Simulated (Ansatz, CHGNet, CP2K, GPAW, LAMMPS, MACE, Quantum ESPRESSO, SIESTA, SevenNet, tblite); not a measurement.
**Amorphous Si (114 atoms) in GPAW**

Wanted: GPAW inputs and outputs for amorphous Si (114 atoms), checked against a plane-wave reference.

Main program and level: GPAW 26.7.0; the method is named at each step.

### 1. The starting structure

The cell holds 114 atoms: 114 Si. Cell: a = 13.280 Å, b = 13.280 Å, c = 13.280 Å, α = 90.0°, β = 90.0°, γ = 90.0°. 114 atoms (114 Si) placed at random at 2.27 g/cm³, melted at 3500 K for 10 ps at fixed volume with the Tersoff potential (Tersoff, Phys. Rev. B 39, 5566 (1989)). Quenched from 3500 K to 700 K at 10 K/ps and fixed volume, annealed at 1200 K for 20 ps, held 5 ps.

The yardstick, on the same geometry:

| Item | Value |
| --- | --- |
| method | Kohn-Sham DFT, PBE, PAW, plane waves (Ansatz 0.2.0); cutoff 420 eV, Γ point, fermi-dirac smearing of 0.05 eV; PAW set soft_2 |
| r.m.s. force component | 0.8109 eV/Å |
| longest force | 3.958 eV/Å |
| pressure | 0.7867 GPa |
| SCF cycles | 10 |
| time | 14 s on 8 threads of Arm Neoverse V2, shared host |
| CPU time | 1.7 min |

### 2. PBE, LCAO dzp, h 0.2 Å

Method: Kohn-Sham DFT, PBE, PAW, atomic orbitals (dzp).

File run.py:

```python
import numpy as np
from ase.io import read
from gpaw import GPAW, FermiDirac
from ase.parallel import parprint as print

atoms = read("structure.xyz")
atoms.calc = GPAW(
    mode="lcao",
    basis="dzp",
    h=0.2,
    xc="PBE",
    kpts={"size": (1, 1, 1), "gamma": True},
    occupations=FermiDirac(0.05),
    maxiter=200,
    symmetry={"point_group": False},
    txt="gpaw.txt",
)
energy = atoms.get_potential_energy(force_consistent=True)
forces = atoms.get_forces()
print(f"energy {energy:.6f} eV")
print("forces (eV/A)")
for i, (a, f) in enumerate(zip(atoms, forces)):
    print(f"{i:4d} {a.symbol:2s} {f[0]:10.5f} {f[1]:10.5f} {f[2]:10.5f}")
print(f"Fermi level {atoms.calc.get_fermi_level():.4f} eV")
for k in range(len(atoms.calc.get_ibz_k_points())):
    for s in range(atoms.calc.get_number_of_spins()):
        e = atoms.calc.get_eigenvalues(kpt=k, spin=s)
        n = np.searchsorted(e, atoms.calc.get_fermi_level())
        print(f"k {k} spin {s} levels about the Fermi level:", np.round(e[max(n - 6, 0):n], 4).tolist(), "|", np.round(e[n:n + 6], 4).tolist())
```

File structure.xyz:

```xyz
114
Lattice="13.28010 0.00000 0.00000 0.00000 13.28010 0.00000 0.00000 0.00000 13.28010" Properties=species:S:1:pos:R:3 pbc="T T T"
Si 3.62162 6.04603 7.11481
Si 8.72011 10.94333 11.13417
Si 3.72427 3.78084 7.24151
Si 9.09687 4.90022 10.47309
Si 4.16836 6.47086 3.45787
Si 4.06437 1.77927 0.64422
Si 7.26860 7.28188 5.69982
Si 10.72408 0.12762 5.57924
Si 4.43024 8.11892 1.76400
Si 3.62932 0.08061 5.65626
Si 4.62519 12.02872 2.49892
Si 11.26179 4.52772 7.51468
Si 9.02808 7.86262 9.20112
Si 1.28272 5.67379 7.35372
Si 0.83744 7.26740 9.10670
Si 12.23403 1.65311 4.52559
Si 11.48476 8.33419 12.12473
Si 2.76107 2.27037 5.58574
Si 9.23711 9.68624 7.71786
Si 4.76025 7.32225 5.47299
Si 6.00287 3.12999 6.96701
Si 11.31212 8.26500 1.12323
Si 8.48479 5.61589 4.47978
Si 0.61606 1.01633 0.82111
Si 9.51506 9.82674 4.14658
Si 7.32451 6.65599 7.82981
Si 11.80667 9.99739 7.43739
Si 7.50445 9.75742 0.83598
Si 5.99836 0.51992 3.25057
Si 2.33398 8.48917 0.76507
Si 12.21450 1.35138 12.60242
Si 3.05256 2.99148 9.27296
Si 8.75105 6.06569 2.06638
Si 2.06745 2.82587 1.09242
Si 9.24521 1.41486 9.87880
Si 10.77428 13.18435 0.01859
Si 0.81234 12.35647 4.44326
Si 6.03979 10.44958 4.97366
Si 3.40913 10.26950 7.89382
Si 6.77272 0.85789 7.18892
Si 5.98654 12.83389 5.51748
Si 11.37321 12.27812 2.07927
Si 0.70185 10.23391 0.52802
Si 13.27598 10.14879 4.50740
Si 0.91912 9.40098 8.16487
Si 9.78225 12.33482 3.67527
Si 5.32559 0.41460 10.79473
Si 8.74800 2.29626 4.20674
Si 5.06503 9.79925 11.06684
Si 1.44434 8.94999 5.73740
Si 5.10487 6.98653 8.77084
Si 0.98937 6.75399 5.23595
Si 13.23070 3.74565 7.69024
Si 3.80063 9.61612 5.54989
Si 9.32834 3.00688 11.63350
Si 3.40010 0.63107 9.41360
[... 54 atom lines left out ...]
Si 11.37454 3.54738 12.75673
Si 8.48346 0.54913 0.46680
Si 8.30750 0.50212 2.81419
Si 2.92614 12.51464 7.61693
```

On the command line:

```
OMP_NUM_THREADS=1 mpirun -np 2 gpaw python run.py > output.txt
```

Output:

```text
energy -575.288315 eV
forces (eV/A)
   0 Si    0.21346    0.50606   -0.02253
   1 Si   -0.58811   -0.61461    0.44395
   2 Si    0.82997   -0.89001   -1.20096
   3 Si    0.50493    0.45152   -1.20073
   4 Si    1.11267   -0.64090   -0.79906
   5 Si   -0.01307   -1.05860   -0.31455
   6 Si   -0.60711   -0.03642   -1.49747
   7 Si    0.62968   -0.68006   -0.24601
   8 Si   -0.26499    0.96772    1.44218
   9 Si    1.41477   -0.61558   -0.90849
  10 Si    0.37410   -0.62727    0.26934
  11 Si   -3.95435    0.92204    0.71089
  12 Si    0.00662   -0.75891   -1.18983
  13 Si   -0.37215    1.17473   -0.33477
  14 Si    0.95481   -0.71058    0.07296
  15 Si   -1.61333    1.41922   -0.48728
  16 Si    0.24960    0.07767   -1.11762
  17 Si    0.02709    0.24339    0.22350
  18 Si    0.68429    0.76880    0.28450
  19 Si    0.50494    0.29519    0.12570
  20 Si    0.37447   -0.22341   -0.64007
  21 Si   -0.52202    1.38116    0.71571
  22 Si   -0.55307    0.13731    0.40381
  23 Si    0.47691    0.47573    0.24121
[...]
106 Si    0.05084    1.27842    0.07959
 107 Si    0.76093    0.83363   -0.02893
 108 Si   -0.00823   -0.02014    0.85404
 109 Si    0.06251   -0.34488   -1.00185
 110 Si   -0.70008   -0.10801    0.55588
 111 Si    0.43192    1.51003    0.59215
 112 Si   -1.17245    0.46544   -0.86734
 113 Si   -0.00037    0.07093    0.67771
Fermi level 5.2503 eV
k 0 spin 0 levels about the Fermi level: [4.7002, 4.7887, 4.8341, 4.9741, 5.1203, 5.1957] | [5.289, 5.4887, 5.6241, 5.6789, 5.7686, 5.8329]
```

gpaw.txt:

```text
Input parameters:
  mode=LCAO(),
  basis={'default': 'dzp'},
  h=0.2,
  kpts=MonkhorstPack(size=(1, 1, 1), gamma=True),
  maxiter=200,
  occupations=Occupations(name='fermi-dirac', width=0.05, fixmagmom=False),
  symmetry=Symmetry(point_group=False),
  xc=XC(name='PBE')
Unit cell  # Å
| periodic |         x |         y |         z |   lengths |    angles |
|----------|-----------|-----------|-----------|-----------|-----------|
|      yes | 13.280100 |  0.000000 |  0.000000 | 13.280100 | 90.000000 |
|      yes |  0.000000 | 13.280100 |  0.000000 | 13.280100 | 90.000000 |
|      yes |  0.000000 |  0.000000 | 13.280100 | 13.280100 | 90.000000 |
Number of symmetries: 1
Symmetry operations  # r_c * U_cc + t_c -> r_c
|   | kind |            matrix            |
|---|------|------------------------------|
| 0 |  E   |  1, 0, 0,  0, 1, 0,  0, 0, 1 |
BZ-sampling:
  Number of BZ points: 1
  Number of IBZ points: 1
  Monkhorst-Pack size: [1, 1, 1]
  Monkhorst-Pack shift: [0, 0, 0]
[... lines left out ...]
      Number of RI-basis functions 0
Reference energy: -899043.244526  # eV
eigensolver:
density mixing:
  MSR1-Mixer
occupation numbers:
  Fermi-Dirac:
    width: 0.0500  # eV
FastPoissonSolver using
    Stencil: 6*3+1=19 point O(h^6) finite-difference Laplacian
xc functional:
  name: PBE with 2 nearest neighbor stencil
interpolation: tri-quintic # 5. degree polynomial
Initialization done in: 6.449 s
convergence criteria:
- Maximum [total energy] change in last 3 cyles: 0.0005 eV / valence electron
- Maximum integral of absolute [dens]ity change: 0.0001 electrons / valence electron
- Maximum integral of absolute [eigenst]ate change: 4e-08 eV^2 / valence electron
maximum number of iterations: 200
SCF iterations
|iter     |      energy | eigst |  dens |
|---------|-------------|-------|-------|
|iter:   1| -576.725314 |      c|       |
|iter:   2| -576.273149 |      c| -0.90 |
|iter:   3| -604.647608 |      c| -0.92 |
|iter:   4| -643.300908 |      c| -1.06 |
[...]
|iter:   8| -575.448631 |      c| -1.89 |
|iter:   9| -575.275548 |      c| -2.07 |
|iter:  10| -575.243033c|      c| -2.30 |
|iter:  11| -575.239454c|      c| -2.43 |
|iter:  12| -575.214304c|      c| -2.57 |
[...]
|iter:  16| -575.212125c|      c| -3.72 |
|iter:  17| -575.212113c|      c| -3.94 |
|iter:  18| -575.212122c|      c| -4.24c|
Converged in 18 steps
SCF loop duration: 215.124 s (11.951 s/step)
Energy contributions relative to reference atoms: (reference = -899043.244526)
Energy contributions:
  Kinetic:         704.072586
  Coulomb:        -601.977194
  Zero:             -1.567706
  External:          0.000000
  Xc:             -675.663614
  Entropy:          -0.152387
  Spinorbit:         0.000000
  ----------------------------
  Free energy:    -575.288315
  Extrapolated:   -575.212122
dipole moment: (84.538866, -23.208722, 0.873314)  # |e|*Ang
Fermi level: 5.250
Eigenvalues  # (at kpt = [0.000, 0.000, 0.000])
| band index |      eig [eV] | occ [0-2] |
|------------|---------------|-----------|
|          0 |        -7.057 |     2.000 |
|        ... |               |           |
|        220 |         4.535 |     2.000 |
|        221 |         4.588 |     2.000 |
[...]
|        235 |         6.034 |     0.000 |
|        ... |               |           |
|        277 |         7.648 |     0.000 |
Gap: 0.093 eV
Transition (v -> c):
  (s=0, k=0, n=227, [0.00, 0.00, 0.00]) -> (s=0, k=0, n=228, [0.00, 0.00, 0.00])
No difference between direct/indirect transitions
Force computation time: 27.894  # s
```

Wall time 4.2 min (2 MPI ranks of Arm Neoverse V2, shared host); peak memory 2.8 GiB; 8.4 min of CPU time.

Banners, paths, timers and routine set-up lines are dropped from the logs unmarked, and long logs keep their key lines alone; longer cuts are marked.

Compared with the plane-wave run:

```
r.m.s. force component                  : 0.8491 eV/Å
r.m.s. difference of force components   : 47.54 meV/Å
longest difference of force vectors     : 177.6 meV/Å
force difference over r.m.s. force      : 5.862 %
slope of forces against the reference's : 1.046
correlation of force components         : 0.9994
```

The surroundings of Si12, which bears the longest force, nearest first, numbered as they follow in the input and with coordinates relative to it.

| atom | x | y | z | distance (Å) | bonds | Fx | Fy | Fz (eV/Å) |
| --- | --- | --- | --- | --- | --- | --- | --- | --- |
| Si12 | 0.00 | 0.00 | 0.00 | 0.00 | 4 | -3.95 | 0.92 | 0.71 |
| Si53 | 1.97 | -0.78 | 0.18 | 2.13 | 4 | 2.89 | -1.74 | -0.81 |
| Si107 | -0.63 | 0.54 | -2.18 | 2.34 | 4 | 0.05 | 1.28 | 0.08 |
| Si101 | -0.53 | 1.59 | 1.81 | 2.47 | 4 | -0.49 | -0.07 | -1.03 |
| Si88 | -1.90 | -1.55 | 0.56 | 2.52 | 4 | 1.09 | 0.09 | -0.39 |
| Si14 | 3.30 | 1.15 | -0.16 | 3.50 | 4 | -0.37 | 1.17 | -0.33 |
| Si4 | -2.16 | 0.37 | 2.96 | 3.68 | 4 | 0.50 | 0.45 | -1.20 |
| Si76 | 2.75 | -1.26 | 2.27 | 3.78 | 4 | -0.01 | -0.73 | 0.22 |
| Si109 | 0.78 | 2.22 | -3.09 | 3.88 | 4 | -0.01 | -0.02 | 0.85 |
| Si68 | 2.58 | -2.62 | -1.41 | 3.94 | 4 | -0.19 | 1.75 | 1.50 |
| Si81 | -0.51 | -1.03 | -3.79 | 3.96 | 4 | 0.44 | -1.58 | -0.50 |
| Si72 | -3.85 | -0.29 | 1.00 | 3.99 | 5 | 0.16 | 1.36 | -0.57 |
| Si87 | 1.26 | 2.12 | 3.18 | 4.03 | 4 | -0.05 | -0.01 | 0.77 |
| Si58 | -2.25 | -3.23 | -1.07 | 4.08 | 4 | -1.17 | 1.35 | -0.37 |

Atoms are counted from 1 here, from 0 in the log.

Forces lie 5.9 % from the reference's, at 4.9 times its CPU time (on 2 against 8 cores).

### 3. PBE, LCAO dzp, h 0.22 Å

Method: Kohn-Sham DFT, PBE, PAW, atomic orbitals (dzp).

run.py, as its differences from that of step 2:

```diff
@@ -9,3 +9,3 @@
     basis="dzp",
-    h=0.2,
+    h=0.22,
     xc="PBE",
```

structure.xyz is that of step 2.

Output:

```text
energy -575.027368 eV
forces (eV/A)
   0 Si    0.21695    0.49959   -0.02265
   1 Si   -0.59192   -0.61284    0.44300
   2 Si    0.82862   -0.88853   -1.19990
   3 Si    0.50578    0.45185   -1.20462
   4 Si    1.11741   -0.63801   -0.80306
   5 Si   -0.01737   -1.06042   -0.31416
   6 Si   -0.60980   -0.03650   -1.49756
   7 Si    0.63103   -0.68154   -0.24329
   8 Si   -0.27053    0.96852    1.44585
   9 Si    1.41350   -0.61586   -0.90561
  10 Si    0.37262   -0.62620    0.26907
  11 Si   -3.96232    0.92029    0.71175
[...]
109 Si    0.06175   -0.34364   -1.00057
 110 Si   -0.69903   -0.11095    0.55825
 111 Si    0.42798    1.51073    0.59301
 112 Si   -1.16768    0.46856   -0.87027
 113 Si   -0.00019    0.07569    0.67910
Fermi level 5.2504 eV
k 0 spin 0 levels about the Fermi level: [4.7002, 4.7887, 4.8342, 4.9742, 5.1204, 5.1958] | [5.2891, 5.4889, 5.6243, 5.6792, 5.7688, 5.833]
```

gpaw.txt:

```text
Input parameters:
  mode=LCAO(),
  basis={'default': 'dzp'},
  h=0.22,
  kpts=MonkhorstPack(size=(1, 1, 1), gamma=True),
  maxiter=200,
  occupations=Occupations(name='fermi-dirac', width=0.05, fixmagmom=False),
  symmetry=Symmetry(point_group=False),
  xc=XC(name='PBE')
[... lines left out ...]
  Fermi-Dirac:
[... lines left out ...]
convergence criteria:
- Maximum [total energy] change in last 3 cyles: 0.0005 eV / valence electron
[... lines left out ...]
Converged in 18 steps
[... lines left out ...]
  Free energy:    -575.027368
[... lines left out ...]
dipole moment: (84.455058, -23.176956, 0.826660)  # |e|*Ang
Fermi level: 5.250
Eigenvalues  # (at kpt = [0.000, 0.000, 0.000])
| band index |      eig [eV] | occ [0-2] |
|------------|---------------|-----------|
|          0 |        -7.057 |     2.000 |
|        ... |               |           |
|        220 |         4.535 |     2.000 |
|        221 |         4.588 |     2.000 |
[...]
|        235 |         6.034 |     0.000 |
|        ... |               |           |
|        277 |         7.648 |     0.000 |
Gap: 0.093 eV
Transition (v -> c):
  (s=0, k=0, n=227, [0.00, 0.00, 0.00]) -> (s=0, k=0, n=228, [0.00, 0.00, 0.00])
No difference between direct/indirect transitions
Force computation time: 20.501  # s
```

Run time: 3.2 min. Hardware: 2 MPI ranks; peak memory 2.1 GiB; 6.3 min of CPU time.

Numbers from this run, and their distance from the reference:

```yaml
r_m_s_force_component: 0.8491 eV/Å
r_m_s_difference_of_force_components: 47.35 meV/Å
longest_difference_of_force_vectors: 176.1 meV/Å
force_difference_over_r_m_s_force: 5.839 %
slope_of_forces_against_the_reference_s: 1.046
correlation_of_force_components: 0.9994
energy_less_the_same_level_run_s: 2.289 meV/atom
r_m_s_force_difference_from_the_same_level_run: 2.959 meV/Å
```

This is a coarse setting, run to see what it loses.

Against the first run (5.9 %), the force difference from the reference is 5.8 %, at 0.76 times the CPU time: the change moves forces by 3.0 meV/Å r.m.s., so most of the difference comes from elsewhere.

### 4. PBE, LCAO szp(dzp), h 0.2 Å

Method: Kohn-Sham DFT, PBE, PAW, atomic orbitals (szp(dzp)).

run.py, as its differences from that of step 3:

```diff
@@ -3,3 +3,2 @@
 from gpaw import GPAW, FermiDirac
-from ase.parallel import parprint as print
 
@@ -8,4 +7,4 @@
     mode="lcao",
-    basis="dzp",
-    h=0.22,
+    basis="szp(dzp)",
+    h=0.2,
     xc="PBE",
```

structure.xyz is that of step 3.

On the command line:

```
OMP_NUM_THREADS=1 python run.py > output.txt
```

Output:

```text
energy -554.101325 eV
forces (eV/A)
   0 Si    0.17626    0.65495   -0.09086
   1 Si   -0.71216   -0.62785    0.48399
   2 Si    0.83297   -0.85646   -1.32321
   3 Si    0.60110    0.54957   -1.27628
   4 Si    1.15806   -0.71073   -0.88157
   5 Si   -0.00850   -1.15948   -0.32067
[...]
111 Si    0.43862    1.77458    0.46006
 112 Si   -1.19417    0.42630   -0.93542
 113 Si    0.05553    0.01053    0.68526
Fermi level 5.0840 eV
k 0 spin 0 levels about the Fermi level: [4.4692, 4.5785, 4.6191, 4.796, 4.9359, 5.0097] | [5.1444, 5.3376, 5.486, 5.5785, 5.6524, 5.7159]
```

gpaw.txt:

```text
Input parameters:
  mode=LCAO(),
  basis={'default': 'szp(dzp)'},
  h=0.2,
  kpts=MonkhorstPack(size=(1, 1, 1), gamma=True),
  maxiter=200,
  occupations=Occupations(name='fermi-dirac', width=0.05, fixmagmom=False),
[... lines left out ...]
  Fermi-Dirac:
[... lines left out ...]
convergence criteria:
- Maximum [total energy] change in last 3 cyles: 0.0005 eV / valence electron
[... lines left out ...]
Converged in 17 steps
[... lines left out ...]
  Free energy:    -554.101325
[... lines left out ...]
Fermi level: 5.084
[... lines left out ...]
|        ... |               |           |
|        277 |         7.618 |     0.000 |
Gap: 0.135 eV
Transition (v -> c):
  (s=0, k=0, n=227, [0.00, 0.00, 0.00]) -> (s=0, k=0, n=228, [0.00, 0.00, 0.00])
No difference between direct/indirect transitions
Force computation time: 38.191  # s
timing:  # [seconds]
  Total:  342.769  # ━━━━━━━━━━━━━━━━━━━━━━━━━━━━━━━━━━━━━━━━━━━━━━━━━━━━━━━━
  Init:    11.619  # ━━
  SCF:    292.927  # ━━━━━━━━━━━━━━━━━━━━━━━━━━━━━━━━━━━━━━━━━━━━━━━━
  Forces:  38.191  # ━━━━━━
```

Wall time 5.7 min (1 thread); peak memory 2.5 GiB.

Compared with the plane-wave run:

```
r.m.s. force component                  : 0.9102 eV/Å
r.m.s. difference of force components   : 144.9 meV/Å
longest difference of force vectors     : 486.3 meV/Å
force difference over r.m.s. force      : 17.87 %
slope of forces against the reference's : 1.114
correlation of force components         : 0.9924
```

This is a coarse setting, run to see what it loses.

Against the first run (5.9 %), the force difference from the reference is 18 %, at 0.68 times the CPU time (on 1 against 2 cores), with 1026 basis functions against 1482: the smaller basis costs accuracy.

### 5. PBE, LCAO dzp, h 0.2 Å, other mixer settings

Method: Kohn-Sham DFT, PBE, PAW, atomic orbitals (dzp).

run.py, as its differences from that of step 4:

```diff
@@ -2,3 +2,4 @@
 from ase.io import read
-from gpaw import GPAW, FermiDirac
+from gpaw import GPAW, FermiDirac, Mixer
+from ase.parallel import parprint as print
 
@@ -7,3 +8,3 @@
     mode="lcao",
-    basis="szp(dzp)",
+    basis="dzp",
     h=0.2,
@@ -12,2 +13,3 @@
     occupations=FermiDirac(0.05),
+    mixer=Mixer(0.03, 7, 100),
     maxiter=200,
```

structure.xyz is that of step 4.

On the command line:

```
OMP_NUM_THREADS=1 mpirun -np 2 gpaw python run.py > output.txt
```

Output:

```text
energy -575.288313 eV
forces (eV/A)
   0 Si    0.21474    0.50419   -0.02182
   1 Si   -0.58885   -0.61472    0.44425
   2 Si    0.83128   -0.88987   -1.20010
   3 Si    0.50454    0.45072   -1.20174
   4 Si    1.11194   -0.64061   -0.79940
   5 Si   -0.01338   -1.05802   -0.31602
   6 Si   -0.60729   -0.03676   -1.49713
   7 Si    0.62978   -0.68056   -0.24609
   8 Si   -0.26599    0.96694    1.44241
   9 Si    1.41534   -0.61575   -0.90774
  10 Si    0.37344   -0.62760    0.26769
  11 Si   -3.95454    0.92210    0.71186
[...]
109 Si    0.06321   -0.34290   -1.00170
 110 Si   -0.69929   -0.10845    0.55555
 111 Si    0.43204    1.50808    0.59264
 112 Si   -1.17217    0.46462   -0.86702
 113 Si   -0.00019    0.07287    0.67751
Fermi level 5.2505 eV
k 0 spin 0 levels about the Fermi level: [4.7003, 4.7886, 4.8342, 4.974, 5.1206, 5.1959] | [5.2891, 5.489, 5.6244, 5.6789, 5.7688, 5.8331]
```

gpaw.txt:

```text
Input parameters:
  mode=LCAO(),
  basis={'default': 'dzp'},
  h=0.2,
  kpts=MonkhorstPack(size=(1, 1, 1), gamma=True),
  maxiter=200,
  mixer=Pulay(name='pulay', nmaxold=7, beta=0.03, weight=100, sigma=0.015, g_ss=None),
  occupations=Occupations(name='fermi-dirac', width=0.05, fixmagmom=False),
[... lines left out ...]
  Fermi-Dirac:
[... lines left out ...]
convergence criteria:
- Maximum [total energy] change in last 3 cyles: 0.0005 eV / valence electron
[... lines left out ...]
Converged in 24 steps
[... lines left out ...]
  Free energy:    -575.288313
[... lines left out ...]
dipole moment: (84.540218, -23.210091, 0.872610)  # |e|*Ang
Fermi level: 5.250
Eigenvalues  # (at kpt = [0.000, 0.000, 0.000])
| band index |      eig [eV] | occ [0-2] |
|------------|---------------|-----------|
|          0 |        -7.057 |     2.000 |
|        ... |               |           |
|        220 |         4.535 |     2.000 |
|        221 |         4.588 |     2.000 |
[...]
|        235 |         6.034 |     0.000 |
|        ... |               |           |
|        277 |         7.648 |     0.000 |
Gap: 0.093 eV
Transition (v -> c):
  (s=0, k=0, n=227, [0.00, 0.00, 0.00]) -> (s=0, k=0, n=228, [0.00, 0.00, 0.00])
No difference between direct/indirect transitions
Force computation time: 26.860  # s
```

Elapsed: 5.3 min, on 2 MPI ranks; peak memory 2.8 GiB.

Against the reference:

- r.m.s. force component: 0.8491 eV/Å
- r.m.s. difference of force components: 47.36 meV/Å
- longest difference of force vectors: 176.6 meV/Å
- force difference over r.m.s. force: 5.84 %
- slope of forces against the reference's: 1.046
- correlation of force components: 0.9994
- energy less the same-level run's: 0 meV/atom
- r.m.s. force difference from the same-level run: 0.805 meV/Å

Against the first run (5.9 %), the force difference from the reference is 5.8 %, at 1.3 times the CPU time: another solver or mixer reaches the same state.

[end of part 1 of 2]

[Also dropped from logs without a mark: logging warnings of Python, and SIESTA's first energy breakdown and zero terms.]

[Logs are printed without paths, hosts, clocks, repeated set-up lines and the standing remarks that a program may print on its own settings, such as how far it seeks lower states.]

[Hosts, paths, dates, database ids (printed as entryN), source tags and the programs' standing remarks are cut or masked in the printed files.]
